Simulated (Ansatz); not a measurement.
# A failed many-body run on SiC (P6_3mc)

A first try at the G0W0 gap of SiC (P6_3mc), what the program said, and an input that works.

Program: Ansatz 0.2.0. Level of theory: G0W0 on r2SCAN, plane waves, PAW. Results are calculated unless marked as measured.

## (1) The starting structure

Symmetry: P6_3mc, No. 186, hexagonal system. Conventional cell: a = 3.079 Å, b = 3.079 Å, c = 20.146 Å, α = 90.00°, β = 90.00°, γ = 120.00°. Nearest to Si lie 4 C at 1.88 to 1.89 Å. Si has 4 C at 1.88 to 1.89 Å nearest. Nearest to C lie 4 Si at 1.88 to 1.89 Å. Nearest to C lie 4 Si at 1.88 to 1.89 Å. Farther neighbours are not listed.

The cell and positions come from the Crystallography Open Database and are kept as given unless a step says otherwise. The default PAW set here is soft_2. Its files were made with PBE.

## (2) First try

input.yaml

```yaml
crystal:
  lattice:
    - [3.079, 0.0, 0.0]
    - [-1.5395, 2.6664922183, 0.0]
    - [0.0, 0.0, 20.146]
  atoms:
    - { symbol: Si, position: [0.3333333333, 0.6666666667, 0.25] }
    - { symbol: Si, position: [0.6666666667, 0.3333333333, 0.75] }
    - { symbol: Si, position: [0.3333333333, 0.6666666667, 0.625] }
    - { symbol: Si, position: [0.6666666667, 0.3333333333, 0.125] }
    - { symbol: Si, position: [0.0, 0.0, 0.0] }
    - { symbol: Si, position: [0.0, 0.0, 0.5] }
    - { symbol: Si, position: [0.3333333333, 0.6666666667, 0.875] }
    - { symbol: Si, position: [0.6666666667, 0.3333333333, 0.375] }
    - { symbol: C, position: [0.3333333333, 0.6666666667, 0.969] }
    - { symbol: C, position: [0.6666666667, 0.3333333333, 0.469] }
    - { symbol: C, position: [0.0, 0.0, 0.094] }
    - { symbol: C, position: [0.0, 0.0, 0.594] }
    - { symbol: C, position: [0.3333333333, 0.6666666667, 0.344] }
    - { symbol: C, position: [0.6666666667, 0.3333333333, 0.844] }
    - { symbol: C, position: [0.3333333333, 0.6666666667, 0.719] }
    - { symbol: C, position: [0.6666666667, 0.3333333333, 0.219] }
kpoints:
  mp_grid: { grid: [6, 6, 1] }
hamiltonian:
  xc: r2scan
scf:
  occupations: { method: fermi_dirac, width: 1.0 }
gw:
  n_empty_bands: 174
  ecut_chi: 60
  qp_bands: [v4, c4]
  qp_kpoints: band_edges
  screening: { model: contour_deformation }
```

Run with:

```
> ansatz run input.yaml --threads 3 --pin off --max-ram 92160MiB --backend cuda --events-out ev --progress --plain --runs-dir out --devices 1 --max-vram 13GiB  # rebuilt from the run's record
```

Numbers of over 12 decimals in the logs are rounded to 6 here.

The log of the run:

```text
band count auto-derived: 67 (N_el = 64.0; filled up to band 32; 48 by the electrons, moments and atoms)
GPUs: using 1 of 1 available (devices: 1).
Engine: ansatz 0.2.0, x86_64-unknown-linux-gnu
Pseudopotentials: kind: paw
Pseudopotential: Si, paw, valence charge 4, recommended cutoff 500 eV (meta_gga), Si.paw.azcp
Pseudopotential: C, paw, valence charge 4, recommended cutoff 500 eV (meta_gga), C.paw.azcp
Functional definition: r2SCAN
  parameter k0 = 0.174
  parameter k1 = 0.065
  parameter a1 = 4.9479
  exchange = r2scan_x(k0 = k0, k1 = k1, a1 = a1)
  correlation = r2scan_c
device memory: the entry about to start is reckoned to put 3.5 GiB on a device that reports 43.6 GiB free (of which the cap on the GPU budget leaves the run 13.0 GiB)
GPU FFT provider: cuFFT
GPU libraries: cuBLAS 13.8.2, cuFFT 12.4.0, cuSOLVER 12.3.4
Crystal: 16 atoms, lattice volume = 165.401 Å³
Basis set: ecut = 500 eV, 4225 PW (Γ), exchange–correlation on 96×96×600 points (64 copies of the dense FFT grid, shifted against one another)
Bands: 67, of which v1, the nominal top of the filled ones, is band 32 counted from 1 (31 counted from 0)
Symmetry: 12 space group operations
Space group: P63mc (ITA 186), of the structure as read, at distance tolerance 5.5e-5 Å
k-points: 7 of 36
Non-local potential: Si, projectors of the file, l = 0: 2, l = 1: 2, l = 2: 2
Non-local potential: C, projectors of the file, l = 0: 2, l = 1: 2, l = 2: 1
PAW form: soft (Blöchl's): semilocal exchange-correlation on the pseudo side does not see the compensation charge
PAW frozen core: Si, regenerated for the run's functional (the file was generated under x = pbe(κ = 0.804, μ = 0.219515), c = pbe(β = 0.066725))
PAW frozen core: C, regenerated for the run's functional (the file was generated under x = pbe(κ = 0.804, μ = 0.219515), c = pbe(β = 0.066725))
PAW one-centre angular grid: Si, 302 points (default); XC on 160 Gauss nodes
PAW one-centre angular grid: C, 302 points (default); XC on 239 of its mesh's 2573 points in the sphere
Initial density: superposition of atomic densities (neutral atoms: chi_scale 0, normalization atom), corrected by the library's trained network
Initial wavefunctions: pseudopotential atomic-orbital guess
GPU buffer pool allocated for 86400 grid points (all kernels)
GPU transforms: local potential and band sums: pruned to the plane-wave sphere, on 24×24×150
Functional: x = r2scan, c = r2scan; τ floored in thin density (d = 2e-4 eV/Å³)
SCF iter   1: F=—  HF=-7132.075928 eV  |F-HF|=—  |Δ(HF+E_count)|=         —  Δρ=7.24e-3  dr2=7.79e-2  dr2_τ=1.41e0  ethr=1.77e-3  ⟨swp⟩=8.6  Hψ=2390  notcnv=0
preconditioner: auto → Kerker (q_TF=auto, 2.329 Å⁻¹)  [metal: Δε(μ)=2.083 eV  Ē_g=15.409 eV  σ=1.000 eV  W_gap=0.45  n_scr=14 (ndim 8)  ℏωp=23.1 eV  f_vac=0.000  D(μ)=1.54/eV (n_scr^D=8)]
SCF iter   2: F=—  HF=-7132.393807 eV  |F-HF|=—  |Δ(HF+E_count)|=   3.18e-1  Δρ=4.29e-3  dr2=2.63e-2  dr2_τ=1.37e-3  ethr=1.22e-4  ⟨swp⟩=2.0  Hψ=775  notcnv=0
SCF iter   3: F=—  HF=-7132.389768 eV  |F-HF|=—  |Δ(HF+E_count)|=   4.04e-3  Δρ=1.56e-3  dr2=4.87e-3  dr2_τ=2.04e-4  ethr=4.11e-5  ⟨swp⟩=1.0  Hψ=469  notcnv=0
SCF iter   4: F=—  HF=-7132.388747 eV  |F-HF|=—  |Δ(HF+E_count)|=   1.02e-3  Δρ=3.84e-4  dr2=4.32e-4  dr2_τ=7.06e-6  ethr=7.61e-6  ⟨swp⟩=2.0  Hψ=691  notcnv=0
SCF iter   5: F=—  HF=-7132.388742 eV  |F-HF|=—  |Δ(HF+E_count)|=   4.23e-6  Δρ=9.78e-5  dr2=6.08e-5  dr2_τ=1.05e-6  ethr=6.76e-7  ⟨swp⟩=1.0  Hψ=469  notcnv=0
SCF iter   6: F=—  HF=-7132.388738 eV  |F-HF|=—  |Δ(HF+E_count)|=   4.92e-6  Δρ=2.58e-5  dr2=6.66e-6  dr2_τ=1.37e-7  ethr=9.50e-8  ⟨swp⟩=1.0  Hψ=469  notcnv=0
SCF iter   7: F=—  HF=-7132.388737 eV  |F-HF|=—  |Δ(HF+E_count)|=   6.71e-7  Δρ=1.20e-5  dr2=6.40e-7  dr2_τ=3.33e-8  ethr=1.04e-8  ⟨swp⟩=1.1  Hψ=470  notcnv=0
SCF iter   8: F=-7132.388737 eV  HF=-7132.388737 eV  |F-HF|=2.35e-8  |Δ(HF+E_count)|=   5.51e-8  Δρ=6.54e-6  dr2=8.23e-8  dr2_τ=2.33e-9  ethr=1.56e-10  ⟨swp⟩=6.4  Hψ=1396  notcnv=0
SCF 1 converged in 8 iterations: F = -7132.388737 eV  dr2 = 8.23e-8
[...]
device memory: the entry about to start is reckoned to put 4.2 GiB (of the 4.3 GiB reckoned in all, the device holds 0.1 GiB already) on a device that reports 43.5 GiB free (of which the cap on the GPU budget leaves the run 13.0 GiB)
NSCF: frozen V_eff on 7 k-points
[...]
device memory: the entry about to start is reckoned to put 3.2 GiB on a device that reports 43.5 GiB free (of which the cap on the GPU budget leaves the run 13.0 GiB)
NSCF: frozen V_eff on 7 k-points
SCF converged after 8 iterations
Free energy (F): -7132.388737 eV
Harris-Foulkes:  -7132.388737 eV  (|F-HF|=2.35e-8)
Internal energy: -7126.047341 eV  (E = F + TS)
E sigma→0 (E₀):  -7129.218039 eV
Entropy (-TS):   -6.341396 eV (-396.337 meV/atom)
Fermi energy:    11.007692 eV
--- Per-component energies (eV) ---
  E_band       = 204.599017
  E_kinetic    = 1087.967935
  E_local      = -823.144578  (includes V_loc(G=0)·N_el)
  E_nonlocal   = 403.347851
  E_hartree    = 255.864844
  E_xc         = -809.439610
  E_vxc        = -947.692597  (∫ρ·V_xc dr)
  E_paw        = -4961.796423  (= ΣΔE_a)
  E_vpaw       = -72.457104  (= ΣTr[D̂ρ^β])
  E_aug_tail   = 0.000065  (compensation charges beyond the density's cutoff)
  E_vtau       = 44.853776  (kinetic-family band-sum trace: ∫τ·v_τ [+ j·A + Jᵃ·Aᵃ] dr)
  E_ewald      = -2278.037772
  E_core_change = -0.809654  (= ΣΔE_core)
  E_smearing   = -6.341396  (= −TS)
  E_closure    = 0.000000  (closes the sum)
  Σ components = -7132.388737   (vs F -7132.388737, Δ=0.00e0)
--- Band table (eV; the first three rows and the last of 7) ---
  k-point 0: bands = [... 28 lower, 9.1186, 9.3057, 9.3057, 9.3101, 15.1306, 15.1944, 15.5407, 15.8056, ... 31 higher]
  k-point 1: bands = [... 28 lower, 8.7436, 8.7591, 9.0142, 9.0653, 14.6272, 14.8598, 14.8821, 15.3607, ... 31 higher]
  k-point 2: bands = [... 28 lower, 8.0366, 8.0535, 8.2648, 8.4588, 12.5059, 12.5621, 13.2050, 13.5348, ... 31 higher]
  k-point 6: bands = [... 28 lower, 6.7486, 6.8254, 7.1047, 7.1047, 13.0885, 13.8262, 13.9610, 13.9610, ... 31 higher]
```

It took 10 s on 1 × NVIDIA H100 80GB HBM3 (shared by 6 runs) with 3 threads of AMD EPYC 7R13 (Zen 3), shared host; peak memory 1.3 GiB.

Q: What is the fault?

The self-consistent loop converged; the step after it was not made.

The fault: smeared occupations of electronvolts. A wide smearing fills conduction states and empties valence ones, so the start is no longer the insulator.

## (3) A better input

Now the one-shot GW correction: screening in the RPA, then the self-energy of the levels asked for.

input.yaml: that of step 2 with these lines changed.

```diff
@@ -27,6 +27,6 @@
 scf:
-  occupations: { method: fermi_dirac, width: 1.0 }
+  occupations: { method: fixed }
 gw:
-  n_empty_bands: 174
-  ecut_chi: 60
+  n_empty_bands: 421
+  ecut_chi: 108
   qp_bands: [v4, c4]
```

The log of the run:

```text
GPUs: using 1 of 1 available (devices: 1).
[...]
GPU FFT provider: cuFFT
GPU libraries: cuBLAS 13.8.2, cuFFT 12.4.0, cuSOLVER 12.3.4
Crystal: 16 atoms, lattice volume = 165.401 Å³
Basis set: ecut = 500 eV, 4225 PW (Γ), exchange–correlation on 96×96×600 points (64 copies of the dense FFT grid, shifted against one another)
Bands: 48, of which v1, the nominal top of the filled ones, is band 32 counted from 1 (31 counted from 0)
[... 1 set-up line as in the run before ...]
[...]
k-points: 7 of 36
[...]
GPU buffer pool allocated for 86400 grid points (all kernels)
[...]
SCF iter   1: F=—  HF=-7130.275862 eV  |F-HF|=—  |Δ(HF+E_count)|=         —  Δρ=5.91e-3  dr2=4.05e-2  dr2_τ=1.56e0  ethr=1.77e-3  ⟨swp⟩=5.0  Hψ=1335  notcnv=0  defer=93
[...]
0    29      9.2204   -18.4219     2.2186   -15.8763  0.8015     8.8927     8.8934  root
     0    30      9.4022   -18.4013     2.1793   -15.9060  0.8022     9.0855     9.0862  root
     0    31      9.4022   -18.4013     2.1793   -15.9060  0.8022     9.0855     9.0862  root
     0    32      9.4049   -18.3101     2.1302   -15.8671  0.8024     9.0914     9.0920  root
     0    33     15.1844    -8.9808    -4.5854   -13.9787  0.8136    15.5981    15.5969  root
     0    34     15.2496    -8.9284    -4.6011   -13.9398  0.8132    15.6612    15.6600  root
     0    35     15.5844    -8.9166    -4.6482   -13.9836  0.8121    16.0045    16.0031  root
     0    36     15.8485    -8.7888    -4.7191   -13.9269  0.8099    16.2689    16.2675  root
[...]
6    33     13.1203    -6.7088    -4.1373   -11.0823  0.8262    13.3568    13.3563  root
     6    34     13.8701    -6.9491    -4.1953   -11.4213  0.8207    14.1474    14.1469  root
     6    35     13.9855    -7.1747    -4.2751   -11.7462  0.8204    14.2824    14.2819  root
     6    36     13.9855    -7.1747    -4.2751   -11.7462  0.8204    14.2824    14.2819  root
[key lines of the parts left out:]
SCF converged after 9 iterations
Free energy (F): -7130.632323 eV
Fermi energy:    9.404868 eV
```

It took 22 s on 1 × NVIDIA H100 80GB HBM3 (shared by 6 runs) with 3 threads; peak memory 1.8 GiB; 23 s of CPU time.

This step gave:

- bands summed: 453
- RPA ε∞ on this mesh (eigenvalues): 6.197, 6.324, 6.324
- plane waves in the screening matrix: 437
- q-points in the mesh: 36
- G0W0 gap on the mesh: 2.671 eV
- k of the valence top: 0, 0, 0
- k of the conduction bottom: 0, -0.5, 0
- starting gap on the mesh: 2.136 eV
- Z at the valence top: 0.8024
- Z at the conduction bottom: 0.8268
- least direct G0W0 gap on the computed points: 3.894 eV

The gap on the mesh goes from 2.14 eV to 2.67 eV, a correction of +0.54 eV. Between the two edge states, bare exchange in place of the xc potential would open the gap by 6.51 eV, and correlation takes back 5.97 eV.

## (4) Summary of results

```json
{
  "first try": "the many-body step was refused after 10 s",
  "better run": "G0W0 gap on the mesh 2.67 eV (6×6×1 mesh, 421 empty bands, screening to 108 eV)"
}
```

**Reading.** The second run differs in: empty bands, screening cutoff (eV) and smearing (eV). Bands and cutoff are finite, so the gap is not at the basis limit. The miss can reach some tenths of an eV and take either sign; the mesh is an error of its own.

[Paths, hosts, dates, memory and timing lines, banners, echoed tables and standing remarks are left out of the program output.]

[Logs are printed without paths, hosts, clocks, repeated set-up lines and the standing remarks that a program may print on its own settings, such as how far it seeks lower states.]

[Runs of the session that timed out or met a known fault of the program may be left out.]

[Cells called generated may have been cut or substituted from an entry of the Crystallography Open Database or the Materials Project.]

[Hosts, paths, dates, database ids (printed as entryN), source tags and the programs' standing remarks are cut or masked in the printed files.]
